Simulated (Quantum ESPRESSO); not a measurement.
# Ir(111), 5 layers: solver and mixing choices, part 2 of 3

Wanted: time, iterations and memory of Ir(111), 5 layers by eigensolver and mixing.

Quantum ESPRESSO 7.5; plane-wave DFT, PBE, SG15 norm-conserving pseudopotentials.

So far. Step 2 (SCF with pw.x: david, local-TF mixing, beta 0.4 …): Inside the slab this potential holds the local part of the pseudopotentials, which can be repulsive at the nuclei; only its value in the vacuum has a meaning of its own. Step 3 (SCF with pw.x: david, plain mixing, beta 0.4, history 8): Counted from each run's own zero (the Fermi level), the vacuum level differs from the first run's by -1 meV.

### Step 4. SCF with pw.x: david, plain mixing, beta 0.7, history 8

c2.in

```
&control
  prefix = 'c2'
  outdir = './out'
  pseudo_dir = './pseudo'
  calculation = 'scf'
  tprnfor = .true.
/
&system
  ibrav = 0
  nat = 5
  ntyp = 1
  ecutwfc = 60
  ecutrho = 240
  occupations = 'smearing'
  smearing = 'mv'
  degauss = 0.02
  assume_isolated = 'esm'
  esm_bc = 'bc1'
/
&electrons
  conv_thr = 1e-07
  mixing_beta = 0.7
  electron_maxstep = 80
  mixing_mode = 'plain'
  diagonalization = 'david'
  mixing_ndim = 8
/
ATOMIC_SPECIES
  Ir  192.2170  Ir_ONCV_PBE-1.2.upf
CELL_PARAMETERS angstrom
  2.71529003975634 0.00000000000000 0.00000000000000
  1.35764501987817 2.35151015307185 0.00000000000000
  0.00000000000000 0.00000000000000 24.86810013475265
ATOMIC_POSITIONS crystal
  Ir  0.666666666700 0.666666666700 -0.178302726921
  Ir  0.000000000000 0.000000000000 -0.089151363461
  Ir  0.333333333300 0.333333333300 0.000000000000
  Ir  0.666666666700 0.666666666700 0.089151363461
  Ir  0.000000000000 0.000000000000 0.178302726921
K_POINTS automatic
  12 12 1 0 0 0
```

Launch:

```
$ OMP_NUM_THREADS=1 mpirun -n 4 pw.x -nk 4 -in c2.in > c2.out
```

The program printed:

```text
[banner, memory and clock lines left out]
Program PWSCF v.7.5 starts
[...]
Message from routine setup:
[...]
number of electrons       =        85.00
     number of Kohn-Sham states=           52
     kinetic-energy cutoff     =      60.0000  Ry
     charge density cutoff     =     240.0000  Ry
[...]
number of k points=    19  Marzari-Vanderbilt smearing, width (Ry)=  0.0200
[...]
Dense  grid:    67335 G-vectors     FFT dimensions: (  27,  27, 240)
[...]
negative rho (up, down):  1.407E-04 0.000E+00
     Starting wfcs are random
[...]
estimated scf accuracy    <       0.24567160 Ry
[...]
estimated scf accuracy    <      56.40036157 Ry
[...]
estimated scf accuracy    <       0.78834960 Ry
[...]
estimated scf accuracy    <       0.17178849 Ry
[...]
estimated scf accuracy    <       0.01469065 Ry
[...]
estimated scf accuracy    <       0.00333667 Ry
[...]
estimated scf accuracy    <       0.00116495 Ry
[...]
estimated scf accuracy    <       0.00201840 Ry
[...]
estimated scf accuracy    <       0.00046263 Ry
[...]
estimated scf accuracy    <       0.00044155 Ry
[...]
estimated scf accuracy    <       0.00020816 Ry
[...]
estimated scf accuracy    <       0.00000510 Ry
[...]
negative rho (up, down):  1.294E-08 0.000E+00
[...]
estimated scf accuracy    <       0.00000866 Ry
[...]
estimated scf accuracy    <       0.00000313 Ry
[...]
negative rho (up, down):  7.809E-08 0.000E+00
[...]
estimated scf accuracy    <       0.00000381 Ry
[...]
negative rho (up, down):  5.118E-08 0.000E+00
[...]
estimated scf accuracy    <       0.00000258 Ry
[...]
negative rho (up, down):  1.022E-07 0.000E+00
[...]
estimated scf accuracy    <       0.00000126 Ry
[...]
negative rho (up, down):  9.496E-08 0.000E+00
[...]
estimated scf accuracy    <       0.00000036 Ry
[...]
the Fermi energy is    -5.5272 ev
!    total energy              =   -1062.29781048 Ry
     estimated scf accuracy    <       0.00000002 Ry
     smearing contrib. (-TS)   =       0.00180753 Ry
     internal energy E=F+TS    =   -1062.29961801 Ry
[...]
one-electron contribution =   27244.68172739 Ry
     hartree contribution      =  -13665.75473695 Ry
     xc contribution           =    -105.24518097 Ry
     ewald contribution        =  -14535.98142749 Ry
     convergence has been achieved in  19 iterations
[...]
Total force =     0.021136     Total SCF correction =     0.001655
[...]
```

Wall time 2.5 min (4 MPI ranks of Arm Neoverse V2, shared host); peak memory 0.63 GiB.

The program's own clock; routines nest. Time by routine:

| routine | wall time (s) | calls |
| --- | --- | --- |
| PWSCF | 150.2 | 1 |
| electrons | 148.2 | 1 |
| c_bands | 139.5 | 20 |
| cegterg | 126.8 | 105 |
| h_psi | 91.68 | 1142 |
| fftw | 69.05 | 56358 |
| vloc_psi | 67.75 | 1142 |
| calbec | 12.05 | 1162 |
| add_vuspsi | 11.81 | 1142 |
| h_psi:calbec | 11.61 | 1142 |
| sum_band | 7.59 | 20 |
| cdiaghg | 2.94 | 1127 |
| init_run | 1.36 | 1 |
| wfcinit | 1.17 | 1 |

Counted from each run's own zero (the Fermi level), the vacuum level differs from the first run's by -0 meV.

### Step 5. Ground state: david, TF mixing, beta 0.4, history 8

c3.in, as its differences from the input of step 4:

```diff
@@ -1,3 +1,3 @@
 &control
-  prefix = 'c2'
+  prefix = 'c3'
   outdir = './out'
@@ -21,5 +21,5 @@
   conv_thr = 1e-07
-  mixing_beta = 0.7
+  mixing_beta = 0.4
   electron_maxstep = 80
-  mixing_mode = 'plain'
+  mixing_mode = 'TF'
   diagonalization = 'david'
```

Launch:

```
$ OMP_NUM_THREADS=1 mpirun -n 4 pw.x -nk 4 -in c3.in > c3.out
```

The program printed:

```text
[banner, memory and clock lines left out]
Program PWSCF v.7.5 starts
[...]
Message from routine setup:
[...]
number of electrons       =        85.00
     number of Kohn-Sham states=           52
     kinetic-energy cutoff     =      60.0000  Ry
     charge density cutoff     =     240.0000  Ry
[...]
number of k points=    19  Marzari-Vanderbilt smearing, width (Ry)=  0.0200
[...]
Dense  grid:    67335 G-vectors     FFT dimensions: (  27,  27, 240)
[...]
negative rho (up, down):  1.407E-04 0.000E+00
     Starting wfcs are random
[...]
negative rho (up, down):  9.036E-05 0.000E+00
[...]
estimated scf accuracy    <       0.24567160 Ry
[...]
negative rho (up, down):  6.645E-05 0.000E+00
[...]
estimated scf accuracy    <       0.12981146 Ry
[...]
negative rho (up, down):  3.196E-05 0.000E+00
[...]
estimated scf accuracy    <       0.04868579 Ry
[...]
negative rho (up, down):  2.123E-05 0.000E+00
[...]
estimated scf accuracy    <       0.02104582 Ry
[...]
negative rho (up, down):  8.993E-06 0.000E+00
[...]
estimated scf accuracy    <       0.00960762 Ry
[...]
negative rho (up, down):  9.117E-06 0.000E+00
[...]
estimated scf accuracy    <       0.01703208 Ry
[...]
negative rho (up, down):  1.704E-06 0.000E+00
[...]
estimated scf accuracy    <       0.00906149 Ry
[...]
negative rho (up, down):  1.822E-07 0.000E+00
[...]
estimated scf accuracy    <       0.00316263 Ry
[...]
estimated scf accuracy    <       0.00302735 Ry
[...]
estimated scf accuracy    <       0.00433285 Ry
[...]
estimated scf accuracy    <       0.00114920 Ry
[...]
estimated scf accuracy    <       0.00057016 Ry
[...]
estimated scf accuracy    <       0.00089528 Ry
[...]
estimated scf accuracy    <       0.00056171 Ry
[...]
estimated scf accuracy    <       0.00265679 Ry
[...]
estimated scf accuracy    <       0.00105595 Ry
[...]
estimated scf accuracy    <       0.00050598 Ry
[...]
estimated scf accuracy    <       0.00025363 Ry
[...]
estimated scf accuracy    <       0.00027733 Ry
[...]
negative rho (up, down):  5.072E-04 0.000E+00
[...]
estimated scf accuracy    <       0.00016754 Ry
[...]
negative rho (up, down):  1.808E-03 0.000E+00
[...]
estimated scf accuracy    <       0.00013714 Ry
[...]
negative rho (up, down):  3.058E-03 0.000E+00
[...]
estimated scf accuracy    <       0.00016863 Ry
[...]
negative rho (up, down):  3.466E-03 0.000E+00
[...]
estimated scf accuracy    <       0.00015524 Ry
[...]
negative rho (up, down):  4.376E-03 0.000E+00
[...]
estimated scf accuracy    <       0.00009082 Ry
[...]
negative rho (up, down):  4.040E-03 0.000E+00
[...]
estimated scf accuracy    <       0.00007036 Ry
[...]
negative rho (up, down):  4.705E-03 0.000E+00
[...]
estimated scf accuracy    <       0.00012523 Ry
[...]
negative rho (up, down):  4.404E-03 0.000E+00
[...]
estimated scf accuracy    <       0.00002681 Ry
[...]
negative rho (up, down):  3.992E-03 0.000E+00
[...]
estimated scf accuracy    <       0.00001939 Ry
[...]
negative rho (up, down):  2.901E-03 0.000E+00
[...]
estimated scf accuracy    <       0.00001839 Ry
[...]
negative rho (up, down):  2.353E-03 0.000E+00
[...]
estimated scf accuracy    <       0.00001282 Ry
[...]
negative rho (up, down):  2.220E-03 0.000E+00
[...]
estimated scf accuracy    <       0.00001295 Ry
[...]
negative rho (up, down):  1.728E-03 0.000E+00
[...]
estimated scf accuracy    <       0.00001181 Ry
[...]
negative rho (up, down):  1.680E-03 0.000E+00
[...]
estimated scf accuracy    <       0.00001330 Ry
[...]
negative rho (up, down):  1.653E-03 0.000E+00
[...]
estimated scf accuracy    <       0.00001178 Ry
[...]
negative rho (up, down):  1.404E-03 0.000E+00
[...]
estimated scf accuracy    <       0.00001124 Ry
[...]
negative rho (up, down):  1.842E-03 0.000E+00
[...]
estimated scf accuracy    <       0.00001191 Ry
[...]
negative rho (up, down):  1.929E-03 0.000E+00
[...]
estimated scf accuracy    <       0.00000952 Ry
[...]
negative rho (up, down):  1.965E-03 0.000E+00
[...]
estimated scf accuracy    <       0.00000861 Ry
[...]
negative rho (up, down):  1.768E-03 0.000E+00
[...]
estimated scf accuracy    <       0.00000523 Ry
[...]
negative rho (up, down):  6.069E-04 0.000E+00
[...]
estimated scf accuracy    <       0.00000212 Ry
[...]
negative rho (up, down):  5.836E-04 0.000E+00
[...]
estimated scf accuracy    <       0.00000243 Ry
[...]
negative rho (up, down):  4.065E-04 0.000E+00
[...]
estimated scf accuracy    <       0.00000087 Ry
[...]
negative rho (up, down):  2.196E-04 0.000E+00
[...]
estimated scf accuracy    <       0.00000018 Ry
[...]
the Fermi energy is    -5.5265 ev
!    total energy              =   -1062.29781050 Ry
     estimated scf accuracy    <       0.00000009 Ry
     smearing contrib. (-TS)   =       0.00180793 Ry
     internal energy E=F+TS    =   -1062.29961844 Ry
[...]
one-electron contribution =   27244.67334854 Ry
     hartree contribution      =  -13665.74649290 Ry
     xc contribution           =    -105.24504658 Ry
     ewald contribution        =  -14535.98142749 Ry
     convergence has been achieved in  44 iterations
[...]
Total force =     0.020984     Total SCF correction =     0.002094
[...]
```

It took 3.9 min on 4 MPI ranks; peak memory 0.63 GiB.

Read from the output:

* vacuum line at the upper end of the cell, over the Fermi level: 5.526 eV

The program's own clock; routines nest. Time by routine:

| routine | wall time (s) | calls |
| --- | --- | --- |
| PWSCF | 232.3 | 1 |
| electrons | 230.3 | 1 |
| c_bands | 210.4 | 45 |
| cegterg | 188.1 | 230 |
| h_psi | 138.2 | 2150 |
| fftw | 107.9 | 88336 |
| vloc_psi | 101.4 | 2150 |
| add_vuspsi | 18.14 | 2150 |
| calbec | 18.08 | 2170 |
| h_psi:calbec | 17.65 | 2150 |
| sum_band | 17.11 | 45 |
| cdiaghg | 4.87 | 2135 |
| v_of_rho | 2.35 | 45 |
| init_us_2 | 1.65 | 460 |

Counted from each run's own zero (the Fermi level), the vacuum level differs from the first run's by -1 meV.

### Step 6. Self-consistent run: david, local-TF mixing, beta 0.7, history 8

c4.in, as its differences from the input of step 5:

```diff
@@ -1,3 +1,3 @@
 &control
-  prefix = 'c3'
+  prefix = 'c4'
   outdir = './out'
@@ -21,5 +21,5 @@
   conv_thr = 1e-07
-  mixing_beta = 0.4
+  mixing_beta = 0.7
   electron_maxstep = 80
-  mixing_mode = 'TF'
+  mixing_mode = 'local-TF'
   diagonalization = 'david'
```

Launch:

```
$ OMP_NUM_THREADS=1 mpirun -n 4 pw.x -nk 4 -in c4.in > c4.out
```

The program printed:

```text
[banner, memory and clock lines left out]
Program PWSCF v.7.5 starts
[...]
Message from routine setup:
[...]
number of electrons       =        85.00
     number of Kohn-Sham states=           52
     kinetic-energy cutoff     =      60.0000  Ry
     charge density cutoff     =     240.0000  Ry
[...]
number of k points=    19  Marzari-Vanderbilt smearing, width (Ry)=  0.0200
[...]
Dense  grid:    67335 G-vectors     FFT dimensions: (  27,  27, 240)
[...]
negative rho (up, down):  1.407E-04 0.000E+00
     Starting wfcs are random
[...]
negative rho (up, down):  1.105E-06 0.000E+00
[...]
estimated scf accuracy    <       0.24567160 Ry
[...]
estimated scf accuracy    <       0.16200271 Ry
[...]
estimated scf accuracy    <       0.02274707 Ry
[...]
estimated scf accuracy    <       0.02329091 Ry
[...]
estimated scf accuracy    <       0.00816893 Ry
[...]
estimated scf accuracy    <       0.00153773 Ry
[...]
estimated scf accuracy    <       0.00235431 Ry
[...]
estimated scf accuracy    <       0.00080248 Ry
[...]
estimated scf accuracy    <       0.00050607 Ry
[...]
estimated scf accuracy    <       0.00060569 Ry
[...]
estimated scf accuracy    <       0.00009993 Ry
[...]
estimated scf accuracy    <       0.00001163 Ry
[...]
estimated scf accuracy    <       0.00005151 Ry
[...]
estimated scf accuracy    <       0.00000879 Ry
[...]
negative rho (up, down):  6.818E-07 0.000E+00
[...]
estimated scf accuracy    <       0.00000149 Ry
[...]
negative rho (up, down):  4.205E-08 0.000E+00
[...]
estimated scf accuracy    <       0.00000301 Ry
[...]
negative rho (up, down):  3.183E-08 0.000E+00
[...]
estimated scf accuracy    <       0.00000062 Ry
[...]
estimated scf accuracy    <       0.00000046 Ry
[...]
negative rho (up, down):  7.645E-07 0.000E+00
[...]
estimated scf accuracy    <       0.00000020 Ry
[...]
negative rho (up, down):  3.978E-07 0.000E+00
[...]
estimated scf accuracy    <       0.00000011 Ry
[...]
the Fermi energy is    -5.5270 ev
!    total energy              =   -1062.29781047 Ry
     estimated scf accuracy    <       0.00000008 Ry
     smearing contrib. (-TS)   =       0.00180712 Ry
     internal energy E=F+TS    =   -1062.29961759 Ry
[...]
one-electron contribution =   27244.67276356 Ry
     hartree contribution      =  -13665.74618171 Ry
     xc contribution           =    -105.24477195 Ry
     ewald contribution        =  -14535.98142749 Ry
     convergence has been achieved in  21 iterations
[...]
Total force =     0.021102     Total SCF correction =     0.002815
[...]
```

Run time: 2.8 min. Hardware: 4 MPI ranks; peak memory 0.63 GiB; 11 min of CPU time.

Numbers from this step:

| Property | Result |
| --- | --- |
| vacuum line at the upper end of the cell, over the Fermi level | 5.527 eV |

The program's own clock; routines nest. Time by routine:

| routine | wall time (s) | calls |
| --- | --- | --- |
| PWSCF | 165.8 | 1 |
| electrons | 163.8 | 1 |
| c_bands | 148 | 22 |
| cegterg | 133.8 | 115 |
| h_psi | 96.87 | 1184 |
| fftw | 73.26 | 59638 |
| vloc_psi | 71.64 | 1184 |
| calbec | 12.69 | 1204 |
| add_vuspsi | 12.48 | 1184 |
| h_psi:calbec | 12.24 | 1184 |
| sum_band | 8.36 | 22 |
| mix_rho | 6.4 | 22 |
| ffts | 3.92 | 2010 |
| cdiaghg | 2.96 | 1169 |

Counted from each run's own zero (the Fermi level), the vacuum level differs from the first run's by -1 meV.

### Step 7. SCF with pw.x: david, local-TF mixing, beta 0.2, history 8

c5.in, as its differences from the input of step 6:

```diff
@@ -1,3 +1,3 @@
 &control
-  prefix = 'c4'
+  prefix = 'c5'
   outdir = './out'
@@ -21,3 +21,3 @@
   conv_thr = 1e-07
-  mixing_beta = 0.7
+  mixing_beta = 0.2
   electron_maxstep = 80
```

Launch:

```
$ OMP_NUM_THREADS=1 mpirun -n 4 pw.x -nk 4 -in c5.in > c5.out
```

The program printed:

```text
[banner, memory and clock lines left out]
Program PWSCF v.7.5 starts
[...]
Message from routine setup:
[...]
number of electrons       =        85.00
     number of Kohn-Sham states=           52
     kinetic-energy cutoff     =      60.0000  Ry
     charge density cutoff     =     240.0000  Ry
[...]
number of k points=    19  Marzari-Vanderbilt smearing, width (Ry)=  0.0200
[...]
Dense  grid:    67335 G-vectors     FFT dimensions: (  27,  27, 240)
[...]
negative rho (up, down):  1.407E-04 0.000E+00
     Starting wfcs are random
[...]
negative rho (up, down):  7.540E-07 0.000E+00
[...]
estimated scf accuracy    <       0.24567160 Ry
[...]
estimated scf accuracy    <       0.12560962 Ry
[...]
estimated scf accuracy    <       0.06037321 Ry
[...]
estimated scf accuracy    <       0.01228630 Ry
[...]
estimated scf accuracy    <       0.00467105 Ry
[...]
estimated scf accuracy    <       0.00275273 Ry
[...]
estimated scf accuracy    <       0.00100620 Ry
[...]
estimated scf accuracy    <       0.00038212 Ry
[...]
estimated scf accuracy    <       0.00020791 Ry
[...]
estimated scf accuracy    <       0.00012629 Ry
[...]
estimated scf accuracy    <       0.00006451 Ry
[...]
estimated scf accuracy    <       0.00038276 Ry
[...]
negative rho (up, down):  1.905E-06 0.000E+00
[...]
estimated scf accuracy    <       0.00002888 Ry
[...]
negative rho (up, down):  2.052E-05 0.000E+00
[...]
estimated scf accuracy    <       0.00001027 Ry
[...]
negative rho (up, down):  1.304E-05 0.000E+00
[...]
estimated scf accuracy    <       0.00002545 Ry
[...]
negative rho (up, down):  2.491E-05 0.000E+00
[...]
estimated scf accuracy    <       0.00000733 Ry
[...]
negative rho (up, down):  1.521E-05 0.000E+00
[...]
estimated scf accuracy    <       0.00000066 Ry
[...]
negative rho (up, down):  6.403E-06 0.000E+00
[...]
estimated scf accuracy    <       0.00000083 Ry
[...]
negative rho (up, down):  2.366E-06 0.000E+00
[...]
estimated scf accuracy    <       0.00000018 Ry
[...]
the Fermi energy is    -5.5271 ev
!    total energy              =   -1062.29781048 Ry
     estimated scf accuracy    <       0.00000005 Ry
     smearing contrib. (-TS)   =       0.00180734 Ry
     internal energy E=F+TS    =   -1062.29961783 Ry
[...]
one-electron contribution =   27244.68875960 Ry
     hartree contribution      =  -13665.76220707 Ry
     xc contribution           =    -105.24474286 Ry
     ewald contribution        =  -14535.98142749 Ry
     convergence has been achieved in  20 iterations
[...]
Total force =     0.021020     Total SCF correction =     0.000646
[...]
```

It took 2.7 min on 4 MPI ranks; peak memory 0.63 GiB; 11 min of CPU time.

The program's own clock; routines nest. Time by routine:

| routine | wall time (s) | calls |
| --- | --- | --- |
| PWSCF | 160.4 | 1 |
| electrons | 158.4 | 1 |
| c_bands | 143.7 | 21 |
| cegterg | 129.2 | 110 |
| h_psi | 93.1 | 1300 |
| fftw | 70.18 | 57418 |
| vloc_psi | 68.63 | 1300 |
| calbec | 12.31 | 1320 |
| add_vuspsi | 12.12 | 1300 |
| h_psi:calbec | 11.87 | 1300 |
| sum_band | 7.98 | 21 |
| mix_rho | 5.71 | 21 |
| ffts | 3.5 | 1810 |
| cdiaghg | 3.3 | 1285 |

Counted from each run's own zero (the Fermi level), the vacuum level differs from the first run's by -1 meV.

### Step 8. SCF with pw.x: david, local-TF mixing, beta 0.4, history 4

c6.in, as its differences from the input of step 7:

```diff
@@ -1,3 +1,3 @@
 &control
-  prefix = 'c5'
+  prefix = 'c6'
   outdir = './out'
@@ -21,3 +21,3 @@
   conv_thr = 1e-07
-  mixing_beta = 0.2
+  mixing_beta = 0.4
   electron_maxstep = 80
@@ -25,3 +25,3 @@
   diagonalization = 'david'
-  mixing_ndim = 8
+  mixing_ndim = 4
 /
```

Launch:

```
$ OMP_NUM_THREADS=1 mpirun -n 4 pw.x -nk 4 -in c6.in > c6.out
```

The program printed:

```text
[banner, memory and clock lines left out]
Program PWSCF v.7.5 starts
[...]
Message from routine setup:
[...]
number of electrons       =        85.00
     number of Kohn-Sham states=           52
     kinetic-energy cutoff     =      60.0000  Ry
     charge density cutoff     =     240.0000  Ry
[...]
number of k points=    19  Marzari-Vanderbilt smearing, width (Ry)=  0.0200
[...]
Dense  grid:    67335 G-vectors     FFT dimensions: (  27,  27, 240)
[...]
negative rho (up, down):  1.407E-04 0.000E+00
     Starting wfcs are random
[...]
negative rho (up, down):  7.699E-07 0.000E+00
[...]
estimated scf accuracy    <       0.24567160 Ry
[...]
estimated scf accuracy    <       0.08310480 Ry
[...]
estimated scf accuracy    <       0.03321435 Ry
[...]
estimated scf accuracy    <       0.00235763 Ry
[...]
estimated scf accuracy    <       0.00355344 Ry
[...]
estimated scf accuracy    <       0.00102167 Ry
[...]
estimated scf accuracy    <       0.00032870 Ry
[...]
estimated scf accuracy    <       0.00019324 Ry
[...]
estimated scf accuracy    <       0.00013208 Ry
[...]
estimated scf accuracy    <       0.00007827 Ry
[...]
estimated scf accuracy    <       0.00002496 Ry
[...]
estimated scf accuracy    <       0.00006074 Ry
[...]
estimated scf accuracy    <       0.00000279 Ry
[...]
negative rho (up, down):  4.363E-07 0.000E+00
[...]
estimated scf accuracy    <       0.00000146 Ry
[...]
estimated scf accuracy    <       0.00000013 Ry
[...]
the Fermi energy is    -5.5272 ev
!    total energy              =   -1062.29781051 Ry
     estimated scf accuracy    <       0.00000003 Ry
     smearing contrib. (-TS)   =       0.00180715 Ry
     internal energy E=F+TS    =   -1062.29961766 Ry
[...]
one-electron contribution =   27244.68916033 Ry
     hartree contribution      =  -13665.76189914 Ry
     xc contribution           =    -105.24545136 Ry
     ewald contribution        =  -14535.98142749 Ry
     convergence has been achieved in  16 iterations
[...]
Total force =     0.020898     Total SCF correction =     0.000907
[...]
```

The job ended after 2.4 min (4 MPI ranks; peak memory 0.62 GiB).

The program's own clock; routines nest. Time by routine:

| routine | wall time (s) | calls |
| --- | --- | --- |
| PWSCF | 144.2 | 1 |
| electrons | 142.2 | 1 |
| c_bands | 130.8 | 17 |
| cegterg | 117.8 | 90 |
| h_psi | 84.56 | 1157 |
| fftw | 63.15 | 51606 |
| vloc_psi | 62.39 | 1157 |
| calbec | 11.22 | 1177 |
| add_vuspsi | 11 | 1157 |
| h_psi:calbec | 10.78 | 1157 |
| sum_band | 6.41 | 17 |
| mix_rho | 4.18 | 17 |
| cdiaghg | 2.91 | 1142 |
| ffts | 2.6 | 1338 |

Counted from each run's own zero (the Fermi level), the vacuum level differs from the first run's by -0 meV.

(Continued in part 3 of 3.)

[Logs are printed without paths, hosts, clocks, repeated set-up lines and the standing remarks that a program may print on its own settings, such as how far it seeks lower states.]

[Hosts, paths, dates, database ids (printed as entryN), source tags and the programs' standing remarks are cut or masked in the printed files.]

[Maps of the electrostatic potential energy from Ansatz leave out the sawtooth potential of an applied field or a dipole correction, so their vacuum need not be flat; planar profiles and work functions include it.]
